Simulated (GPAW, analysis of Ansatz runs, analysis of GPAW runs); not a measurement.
# Charge-transition level of the Ti on the Ga site in GaAs (PBE) (GPAW)

Aim: the charge-transition level of the Ti on the Ga site in GaAs, to be set beside the measurement. Set-up: PBE, LCAO dzp, h 0.18, 32-site cell, PBE lattice, k: the single point 1/4 1/4 1/4 then 2x2x2 shifted, dielectric constants 10.9 and 12.9 (handbook). The model is a cell of 32 host atoms with 1 Ga taken out and 1 Ti put in. The level is the Fermi energy at which two charge states have equal formation energy, after a correction for the images of the charge. An atomic-orbital basis is far cheaper than plane waves.

Measured beforehand: (+1/0) level below the conduction-band bottom: 0.9 eV, by DLTS; Ti(4+/3+) donor level, value from Fig. 2 (“Band-Edge Hydrostatic Deformation Potentials in III-V Semiconductors”, 1987, D. D. Nolte, W. Walukiewicz, and E. E. Haller). The runs below try to reproduce this.

Method: GPAW LCAO dzp PAW DFT, PBE; relaxation of all atoms of a defect supercell, in GPAW 26.7.0.

### Step 1. Starting point

The cell holds 32 atoms: 15 Ga, 1 Ti and 16 As. Its edges and angles: a = 9.988 Å, b = 9.988 Å, c = 9.988 Å, α = 109.5°, β = 109.5°, γ = 109.5°. It derives from GaAs (space group F-43m). Nearest the centre at fractional (0.250, 0.500, 0.250): Ti7 at 0.05 Å, As19 at 2.48 Å, As23 at 2.48 Å, As22 at 2.53 Å, As28 at 2.53 Å, Ga10 at 4.03 Å, Ga1 at 4.03 Å, Ga12 at 4.06 Å. The cell carries charge +1.

The host's primitive cell comes from a first run (GPAW LCAO dzp PAW DFT, PBE; relaxation of cell and atoms of a defect-free cell): vectors of 4.078, 4.078 and 4.078 Å. That is 23.97 Å³ an atom, 6.1 % over the diffraction cell's volume. The supercell is built on it.

### Step 2. Relaxation, charge +1

Every later number rests on the structure around the defect, so the atoms are relaxed at the host's lattice first.

run.py

```python
import numpy as np
from ase.io import read, write
from ase.parallel import parprint, world
from gpaw import GPAW
from ase.optimize import BFGS

atoms = read('POSCAR')
calc = GPAW(mode='lcao',
            h=0.18,
            basis='dzp',
            xc='PBE',
            kpts=[[0.25, 0.25, 0.25]],
            charge=1,
            occupations={'name': 'fermi-dirac', 'width': 0.01},
            nbands=76,
            convergence={'density': 1e-05, 'forces': 0.001},
            maxiter=150,
            symmetry='off',
            txt='gpaw.txt')
atoms.calc = calc
opt = BFGS(atoms, trajectory='relax.traj', logfile='-')
done = opt.run(fmax=0.02, steps=80)
parprint('Converged:', done)
energy = atoms.get_potential_energy()
forces = atoms.get_forces()
parprint(f'Energy: {energy:.6f} eV, largest force {np.linalg.norm(forces, axis=1).max():.4f} eV/A')
calc.write('gs.gpw')
write('final.xyz', atoms)
for s in range(calc.get_number_of_spins()):
    parprint('Levels (eV), spin', s, calc.get_eigenvalues(kpt=0, spin=s)[-16:].round(3))
```

POSCAR

```
Ga Ti Ga As
 1.0000000000000000
    -5.7666910817914703    5.7666910817914712   -5.7666910817914774
     5.7666910817914729    5.7666910817914792    5.7666910817914951
     5.7666910817914765   -5.7666910817914800   -5.7666910817914951
 Ga  Ti  Ga  As 
   6   1   9  16
Direct
  0.0041585962058186  0.0057356809305381  0.0020150735415704
  0.0009112314014345  0.2485781974333317  0.7452067730590126
 -0.0024255511737382  0.4987926072813014  0.5033865038934207
 -0.0031622082134683  0.7529410212754027  0.2494622852666160
  0.2496732158220110  0.0022158410570605  0.7550969134916665
  0.2454018060223818  0.2454797356300554  0.4943957342728522
  0.2529951017515329  0.4982681088995926  0.2535528727273749
  0.2482820379164068  0.7532136957413076 -0.0023906727232880
  0.4945010742420112 -0.0015371311361930  0.4957588992271355
  0.4966714521548693  0.2527944424706005  0.2498631338550215
  0.4961002145159555  0.5004180821746508 -0.0043127002213337
  0.5016150374005572  0.7461419795077590  0.7472594702660962
  0.7487101431754835  0.0029595318717620  0.2540781173192983
  0.7441263972307874  0.2485853908939012 -0.0024272462701383
  0.7532663294477249  0.5022264257207217  0.7560301608642357
  0.7533592289693893  0.7495385812619745  0.4972969503290083
  0.0050421542633148  0.0046859184561107  0.7552287430161440
 -0.0031677673301348  0.2508530843444543  0.4956103849608914
  0.0018266167656818  0.5024079327185236  0.2468454404567751
 -0.0060440206736203  0.7478149512222443 -0.0030310619891010
  0.2539332428485507 -0.0018274398918802  0.5020983688104005
  0.2464374745911846  0.2440568301859071  0.2457354535065175
  0.2537087093702838  0.4979475896753655  0.0020760644054434
  0.2513691136501080  0.7530610222265566  0.7558113824596087
  0.5009051957665461  0.0048346554582977  0.2491849116511935
  0.4967402410745557  0.2446645430939128 -0.0052670447658613
  0.4941261924418705  0.4963916286692547  0.7481266145048702
  0.5059183439404087  0.7515889339648690  0.5026998176765088
  0.7444941248999261 -0.0006989922610915 -0.0031167986804155
  0.7539941193338876  0.2520481205898890  0.7482165214790513
  0.7550203599270398  0.5018506458663703  0.5050956456117602
  0.7456218071403767  0.7445555645240846  0.2484170285388775
```

The run is started by

```
$ OMP_NUM_THREADS=1 mpirun -n 4 gpaw python run.py > stdout
```

The program printed:

```text
__  _  _
 | _ |_)|_||  |
 |__||  | ||/\| - 26.7.0

Input parameters:
  mode=LCAO(),
  basis={'default': 'dzp'},
  charge=1,
  convergence={'density': 1e-05, 'forces': 0.001},
  h=0.18,
  kpts=KPoints(kpts=array([[0.25, 0.25, 0.25]])),
  maxiter=150,
  nbands=76,
  occupations=Occupations(name='fermi-dirac', width=0.01),
  symmetry=Symmetry(point_group=False, time_reversal=False),
  xc=XC(name='PBE')

                                 As
                               Ga

                                    Ga
                          As
                       Ga      As
                            ATi
                   As            As
                Ga  Ga        Ga  Ga
                        As             As
                      Ga            Ga
            As            As  As
                 As        Ga
               Ga              AGa
                       As    Ga
                    Ga
                        As  As
                          Ga

Atoms  # Å, Bohr magnetons
|    | symbol |         x |         y |         z |    initial magnetic moments |
|----|--------|-----------|-----------|-----------|-----------------------------|
|  0 |     Ga |  0.020715 |  0.045437 | -0.002526 | ( 0.0000,  0.0000,  0.0000) |
|  1 |     Ga |  5.725596 | -2.858649 | -2.869158 | ( 0.0000,  0.0000,  0.0000) |
|  2 |     Ga |  5.793245 | -0.040479 | -0.012504 | ( 0.0000,  0.0000,  0.0000) |
|  3 |     Ga |  5.798786 |  2.885171 |  2.921642 | ( 0.0000,  0.0000,  0.0000) |
|  4 |     Ga |  2.927400 | -2.901844 | -5.781421 | ( 0.0000,  0.0000,  0.0000) |
|  5 |     Ga |  2.851477 | -0.020265 | -2.850578 | ( 0.0000,  0.0000,  0.0000) |
|  6 |     Ti |  2.876575 |  2.870142 | -0.047747 | ( 0.0000,  0.0000,  0.0000) |
|  7 |     Ga |  2.897999 |  5.789103 |  2.925571 | ( 0.0000,  0.0000,  0.0000) |
|  8 |     Ga | -0.001611 | -0.016118 | -5.719388 | ( 0.0000,  0.0000,  0.0000) |
|  9 |     Ga |  0.034520 |  2.881055 | -2.847247 | ( 0.0000,  0.0000,  0.0000) |
| 10 |     Ga |  0.000030 |  5.771483 |  0.049770 | ( 0.0000,  0.0000,  0.0000) |
| 11 |     Ga |  5.719326 |  2.886215 | -2.899103 | ( 0.0000,  0.0000,  0.0000) |
| 12 |     Ga | -2.835323 |  2.869457 | -5.765703 | ( 0.0000,  0.0000,  0.0000) |
| 13 |     Ga | -2.871629 |  5.738659 | -2.843635 | ( 0.0000,  0.0000,  0.0000) |
| 14 |     Ga |  2.912123 |  2.880246 | -5.807462 | ( 0.0000,  0.0000,  0.0000) |
| 15 |     Ga |  2.845725 |  5.798990 | -2.889790 | ( 0.0000,  0.0000,  0.0000) |
| 16 |     As |  4.353117 | -4.299072 | -4.357225 | ( 0.0000,  0.0000,  0.0000) |
| 17 |     As |  4.322892 | -1.429707 | -1.393172 | ( 0.0000,  0.0000,  0.0000) |
| 18 |     As |  4.310179 |  1.484283 |  1.463216 | ( 0.0000,  0.0000,  0.0000) |
| 19 |     As |  4.329793 |  4.295043 |  4.364751 | ( 0.0000,  0.0000,  0.0000) |
| 20 |     As |  1.420553 | -1.441630 | -4.370339 | ( 0.0000,  0.0000,  0.0000) |
| 21 |     As |  1.403352 |  1.411449 | -1.430809 | ( 0.0000,  0.0000,  0.0000) |
| 22 |     As |  1.420422 |  4.322598 |  1.396478 | ( 0.0000,  0.0000,  0.0000) |
| 23 |     As |  7.251633 |  1.433708 | -1.465429 | ( 0.0000,  0.0000,  0.0000) |
| 24 |     As | -1.423713 |  1.479473 | -4.297658 | ( 0.0000,  0.0000,  0.0000) |
| 25 |     As | -1.484016 |  4.305826 | -1.423269 | ( 0.0000,  0.0000,  0.0000) |
| 26 |     As |  4.327279 |  1.397795 | -4.301151 | ( 0.0000,  0.0000,  0.0000) |
| 27 |     As |  4.315621 |  4.352741 | -1.482208 | ( 0.0000,  0.0000,  0.0000) |
| 28 |     As | -4.315272 |  4.307210 | -4.279325 | ( 0.0000,  0.0000,  0.0000) |
| 29 |     As |  1.420166 |  1.486801 | -7.209301 | ( 0.0000,  0.0000,  0.0000) |
| 30 |     As |  1.452779 |  4.335256 | -4.372682 | ( 0.0000,  0.0000,  0.0000) |
| 31 |     As |  1.426396 |  7.160848 | -1.438693 | ( 0.0000,  0.0000,  0.0000) |

Unit cell  # Å
| periodic |         x |         y |         z |  lengths |     angles |
|----------|-----------|-----------|-----------|----------|------------|
|      yes | -5.766691 |  5.766691 | -5.766691 | 9.988202 | 109.471221 |
|      yes |  5.766691 |  5.766691 |  5.766691 | 9.988202 | 109.471221 |
|      yes |  5.766691 | -5.766691 | -5.766691 | 9.988202 | 109.471221 |

Number of symmetries: 1
Symmetry operations  # r_c * U_cc + t_c -> r_c
|   | kind |            matrix            |
|---|------|------------------------------|
| 0 |  E   |  1, 0, 0,  0, 1, 0,  0, 0, 1 |

BZ-sampling:
  Number of BZ points: 1
  Number of IBZ points: 1

K-points  # in reciprocal-cell coordinates
|   |                                coordinates |     weight |
|---|--------------------------------------------|------------|
| 0 | (  0.25000000,   0.25000000,   0.25000000) | 1.00000000 |

basis functions: 432
Spin-components: 1 (collinear spins)
Bands:           76
Projectors:      161
Spin-degeneracy: 2
Datatype:        <class 'complex'>

Density:
  Valence electrons: 137.0
  Components: 1
  Grid points: [44 44 44]
  Charge: 1.0  # |e|

Potential:
  Grid points: [44 44 44]

species:
  Ga:
    name:    Gallium
    Z:       31.0
    valence: 3
    core:    28
    charge:  0.0  # [|e|]
    compensation charges:
      type: gauss
      rc: 0.37  # [Å]
      lmax: 2
    cutoffs:
      filter: 2.06  # [Å]
      core: 4.17  # [Å]
    projectors
    | kind |    occ | energy [eV] | rcut [Å] |
    |------|--------|-------------|----------|
    |   4s |  2.000 |      -8.945 |    1.164 |
    |   4p |  1.000 |      -2.580 |    1.164 |
    |    s |        |      18.266 |    1.164 |
    |    p |        |      24.631 |    1.164 |
    |    d |        |       0.000 |    1.164 |

    LCAO basis set for Ga:
      Name: dzp
      File: <dir>
      Number of radial functions: 5
      Number of spherical harmonics: 13
        l=0, rc=7.2656 Bohr: 4s-sz confined orbital
        l=1, rc=10.3438 Bohr: 4p-sz confined orbital
        l=0, rc=4.1406 Bohr: 4s-dz split-valence wave
        l=1, rc=6.0938 Bohr: 4p-dz split-valence wave
        l=2, rc=10.3438 Bohr: d-type Gaussian polarization
      Number of RI-basis functions 0

  Ti:
    name:    Titanium
    Z:       22.0
    valence: 12
    core:    10
    charge:  0.0  # [|e|]
    compensation charges:
      type: gauss
      rc: 0.38  # [Å]
      lmax: 2
    cutoffs:
      filter: 2.23  # [Å]
      core: 1.02  # [Å]
    projectors
    | kind |    occ | energy [eV] | rcut [Å] |
    |------|--------|-------------|----------|
    |   3s |  2.000 |     -62.623 |    1.270 |
    |   4s |  2.000 |      -4.466 |    1.270 |
    |   3p |  6.000 |     -38.862 |    1.058 |
    |   4p |  0.000 |      -1.466 |    1.058 |
[...]
|----|--------|-----------|-----------|-----------|-----------------------------|
[...]
|  6 |     Ti |  2.885733 |  2.882701 |  0.004139 | ( 0.0000,  0.0000,  0.0000) |
[...]
Unit cell  # Å
| periodic |         x |         y |         z |  lengths |     angles |
|----------|-----------|-----------|-----------|----------|------------|
|      yes | -5.766691 |  5.766691 | -5.766691 | 9.988202 | 109.471221 |
|      yes |  5.766691 |  5.766691 |  5.766691 | 9.988202 | 109.471221 |
|      yes |  5.766691 | -5.766691 | -5.766691 | 9.988202 | 109.471221 |

Initialization done in: 2.014 s

convergence criteria:
- Maximum integral of absolute [dens]ity change: 1e-05 electrons / valence electron
- Maximum change in the atomic [forces] across last 2 cycles: 0.001 eV/Ang OR
Maximum error relative to the maximum force is below inf
- Maximum [total energy] change in last 3 cyles: 0.0005 eV / valence electron
- Maximum integral of absolute [eigenst]ate change: 4e-08 eV^2 / valence electron
maximum number of iterations: 150

SCF iterations
|iter     | |      energy | eigst |  dens |force |
|---------|-|-------------|-------|-------|------|
|iter:   1| | -134.790037c|      c|       |      |
[...]
|iter:   5| | -134.790022c|      c| -4.50 |      |
|iter:   6| | -134.790022c|      c| -4.59 |      |
|iter:   7| | -134.790022c|      c| -4.97 |      |
|iter:   8| | -134.790022c|      c| -5.41c|-1.72 |
|iter:   9| | -134.790022c|      c| -5.98c|-4.21c|

Converged in 9 steps
SCF loop duration: 33.164 s (3.685 s/step)
Energy contributions relative to reference atoms: (reference = -1800541.664818)

Energy contributions:
  Kinetic:         374.637423
  Coulomb:        -349.560419
  Zero:              0.937427
  External:          0.000000
  Xc:             -160.804453
  Entropy:          -0.000000
  Spinorbit:         0.000000
  ----------------------------
  Free energy:    -134.790022
  Extrapolated:   -134.790022

dipole moment: (3.061419, 2.759752, -0.475677)  # |e|*Ang

Fermi level: 4.145
Eigenvalues  # (at kpt = [0.250, 0.250, 0.250])
| band index |      eig [eV] | occ [0-2] |
|------------|---------------|-----------|
[...]
|        ... |               |           |
[...]
Gap: 1.213 eV
Transition (v -> c):
  (s=0, k=0, n=67, [0.25, 0.25, 0.25]) -> (s=0, k=0, n=68, [0.25, 0.25, 0.25])
No difference between direct/indirect transitions

Forces  # eV/Ang
|        x |        y |        z |
|----------|----------|----------|
[...]
Ga As

                                     Ga
                           As
                        Ga
                             As As
                             Ti
                 Ga As         Ga As
                    Ga             Ga
                      Ga As          GaAs
             As            As As
                            Ga
                  As            As
               Ga            Ga  Ga
                       As
                     Ga
                         As As
                          Ga

Atoms  # Å, Bohr magnetons
|    | symbol |         x |         y |         z |    initial magnetic moments |
|----|--------|-----------|-----------|-----------|-----------------------------|
[...]
|  6 |     Ti |  2.885357 |  2.882755 |  0.004350 | ( 0.0000,  0.0000,  0.0000) |
[...]
|  8 |     Ga |  0.013776 |  0.009678 | -5.746836 | ( 0.0000,  0.0000,  0.0000) |
|  9 |     Ga | -0.008409 |  2.901699 | -2.890831 | ( 0.0000,  0.0000,  0.0000) |
| 10 |     Ga | -0.008048 |  5.778421 | -0.011347 | ( 0.0000,  0.0000,  0.0000) |
| 11 |     Ga |  5.776796 |  2.865081 | -2.890177 | ( 0.0000,  0.0000,  0.0000) |
| 12 |     Ga | -2.880884 |  2.880240 | -5.759454 | ( 0.0000,  0.0000,  0.0000) |
| 13 |     Ga | -2.901010 |  5.753432 | -2.869141 | ( 0.0000,  0.0000,  0.0000) |
| 14 |     Ga |  2.883038 |  2.882880 | -5.761176 | ( 0.0000,  0.0000,  0.0000) |
| 15 |     Ga |  2.867593 |  5.781506 | -2.892290 | ( 0.0000,  0.0000,  0.0000) |
[...]
| 24 |     As | -1.440632 |  1.448089 | -4.321483 | ( 0.0000,  0.0000,  0.0000) |
| 25 |     As | -1.445750 |  4.324332 | -1.436932 | ( 0.0000,  0.0000,  0.0000) |
| 26 |     As |  4.322139 |  1.442033 | -4.328171 | ( 0.0000,  0.0000,  0.0000) |
| 27 |     As |  4.318848 |  4.320657 | -1.433296 | ( 0.0000,  0.0000,  0.0000) |
| 28 |     As | -4.322801 |  4.315250 | -4.323718 | ( 0.0000,  0.0000,  0.0000) |
| 29 |     As |  1.445063 |  1.443870 | -7.197682 | ( 0.0000,  0.0000,  0.0000) |
| 30 |     As |  1.444865 |  4.324327 | -4.329185 | ( 0.0000,  0.0000,  0.0000) |
| 31 |     As |  1.445524 |  7.215748 | -1.434167 | ( 0.0000,  0.0000,  0.0000) |

Unit cell  # Å
| periodic |         x |         y |         z |  lengths |     angles |
|----------|-----------|-----------|-----------|----------|------------|
|      yes | -5.766691 |  5.766691 | -5.766691 | 9.988202 | 109.471221 |
|      yes |  5.766691 |  5.766691 |  5.766691 | 9.988202 | 109.471221 |
|      yes |  5.766691 | -5.766691 | -5.766691 | 9.988202 | 109.471221 |

Initialization done in: 2.049 s

convergence criteria:
- Maximum integral of absolute [dens]ity change: 1e-05 electrons / valence electron
- Maximum change in the atomic [forces] across last 2 cycles: 0.001 eV/Ang OR
Maximum error relative to the maximum force is below inf
- Maximum [total energy] change in last 3 cyles: 0.0005 eV / valence electron
- Maximum integral of absolute [eigenst]ate change: 4e-08 eV^2 / valence electron
maximum number of iterations: 150

SCF iterations
|iter     | |      energy | eigst |  dens |force |
|---------|-|-------------|-------|-------|------|
|iter:   1| | -134.790163c|      c|       |      |
|iter:   2| | -134.790161c|      c| -3.95 |      |
|iter:   3| | -134.790156c|      c| -4.00 |      |
|iter:   4| | -134.790155c|      c| -4.34 |      |
|iter:   5| | -134.790155c|      c| -4.75 |      |
|iter:   6| | -134.790155c|      c| -4.78 |      |
|iter:   7| | -134.790155c|      c| -5.09c|-1.89 |
|iter:   8| | -134.790155c|      c| -5.48c|-3.82c|

Converged in 8 steps
SCF loop duration: 30.661 s (3.833 s/step)
Energy contributions relative to reference atoms: (reference = -1800541.664818)

Energy contributions:
  Kinetic:         374.636090
  Coulomb:        -349.559359
  Zero:              0.937406
  External:          0.000000
  Xc:             -160.804292
  Entropy:          -0.000000
  Spinorbit:         0.000000
  ----------------------------
  Free energy:    -134.790155
  Extrapolated:   -134.790155

dipole moment: (3.066576, 2.808645, -0.429047)  # |e|*Ang

Fermi level: 4.145
Eigenvalues  # (at kpt = [0.250, 0.250, 0.250])
| band index |      eig [eV] | occ [0-2] |
|------------|---------------|-----------|
[...]
|        ... |               |           |
[...]
|         68 |         5.013 |     0.000 |
|         69 |         5.013 |     0.000 |
|         70 |         5.722 |     0.000 |
|         71 |         5.724 |     0.000 |
|         72 |         5.725 |     0.000 |
|         73 |         5.950 |     0.000 |
|         74 |         5.951 |     0.000 |
|         75 |         5.952 |     0.000 |

Gap: 1.213 eV
Transition (v -> c):
  (s=0, k=0, n=67, [0.25, 0.25, 0.25]) -> (s=0, k=0, n=68, [0.25, 0.25, 0.25])
No difference between direct/indirect transitions

Forces  # eV/Ang
|        x |        y |        z |
|----------|----------|----------|
[...]
| -0.00206 | -0.01253 | -0.00861 |  # As  24
| -0.00109 | -0.00137 |  0.00790 |  # As  25
| -0.00196 |  0.01284 | -0.00029 |  # As  26
|  0.00113 | -0.00216 | -0.00185 |  # As  27
|  0.00038 |  0.01072 | -0.00323 |  # As  28
|  0.00531 | -0.00044 | -0.00145 |  # As  29
|  0.00682 | -0.00539 |  0.00484 |  # As  30
|  0.00611 |  0.00162 | -0.00064 |  # As  31

# Writing to gs.gpw (mode='')
```

The job ended after 10 min (4 MPI ranks of Arm Neoverse V1, shared host; peak memory 2.1 GiB; 41 min of CPU time).

Step by step:

```csv
step,energy less that of the first step (eV)
0,0.0000
1,-0.1644
2,-0.3916
3,-0.3963
4,-0.4101
5,-0.4124
6,-0.4156
7,-0.4182
8,-0.4203
9,-0.4213
10,-0.4222
11,-0.4234
12,-0.4244
13,-0.4249
14,-0.4251
15,-0.4252
```

The atoms that moved most (Å):

```csv
atom,dx,dy,dz,length
Ga1,-0.032,-0.056,0.027,0.070
Ga10,-0.043,0.020,-0.042,0.064
Ga6,0.047,0.007,-0.041,0.063
Ga12,0.057,-0.021,0.010,0.062
Ga11,-0.008,0.007,-0.060,0.061
As28,0.003,-0.032,0.050,0.060
As32,0.019,0.055,0.006,0.058
As22,0.045,0.035,0.001,0.057
```

Final coordinates:

```xyz
32
Lattice="-5.7667 5.7667 -5.7667 5.7667 5.7667 5.7667 5.7667 -5.7667 -5.7667" Properties=species:S:1:pos:R:3 pbc="T T T"
Ga   -0.0118   -0.0099    0.0234
Ga    5.7560   -2.9007   -2.8670
Ga    5.7753   -0.0137   -0.0142
Ga    5.7795    2.9014    2.9003
Ga    2.8849   -2.8828   -5.7701
Ga    2.8988   -0.0132   -2.8926
Ti    2.8854    2.8828    0.0044
Ga    2.9034    5.7778    2.9016
Ga    0.0138    0.0097   -5.7468
Ga   -0.0084    2.9017   -2.8908
Ga   -0.0080    5.7784   -0.0113
Ga    5.7768    2.8651   -2.8902
Ga   -2.8809    2.8802   -5.7595
Ga   -2.9010    5.7534   -2.8691
Ga    2.8830    2.8829   -5.7612
Ga    2.8676    5.7815   -2.8923
As    4.3175   -4.3194   -4.3259
As    4.3208   -1.4506   -1.4358
As    4.3205    1.4470    1.4418
As    4.3235    4.3215    4.3391
As    1.4499   -1.4472   -4.3267
As    1.4481    1.4466   -1.4314
As    1.4492    4.3188    1.4415
As    7.2145    1.4425   -1.4366
As   -1.4406    1.4481   -4.3215
As   -1.4457    4.3243   -1.4369
As    4.3221    1.4420   -4.3282
As    4.3188    4.3207   -1.4333
As   -4.3228    4.3152   -4.3237
As    1.4451    1.4439   -7.1977
As    1.4449    4.3243   -4.3292
As    1.4455    7.2157   -1.4342
```

Neighbours of Ti7 at the end:

```csv
atom,distance (Å)
As19,2.487
As28,2.488
As22,2.488
As23,2.488
Ga12,4.091
Ga3,4.092
Ga9,4.093
Ga10,4.093
Ga11,4.094
Ga14,4.094
Ga1,4.094
Ga4,4.094
Ga2,4.095
Ga8,4.096
Ga6,4.096
Ga16,4.098
```

First to last step the energy falls by 0.425 eV; the largest move, 0.07 Å, is that of Ga1. Judged within 0.08 Å, the space group went from P1 to I-43m.

(Continued in part 2 of 4.)

[Logs are printed without paths, hosts, clocks, repeated set-up lines and the standing remarks that a program may print on its own settings, such as how far it seeks lower states.]

[Hosts, paths, dates, database ids (printed as entryN), source tags and the programs' standing remarks are cut or masked in the printed files.]

[For some hosts the program warned that the k-mesh of the response run may be too coarse for force constants and the static dielectric constant; such warnings are not shown here.]
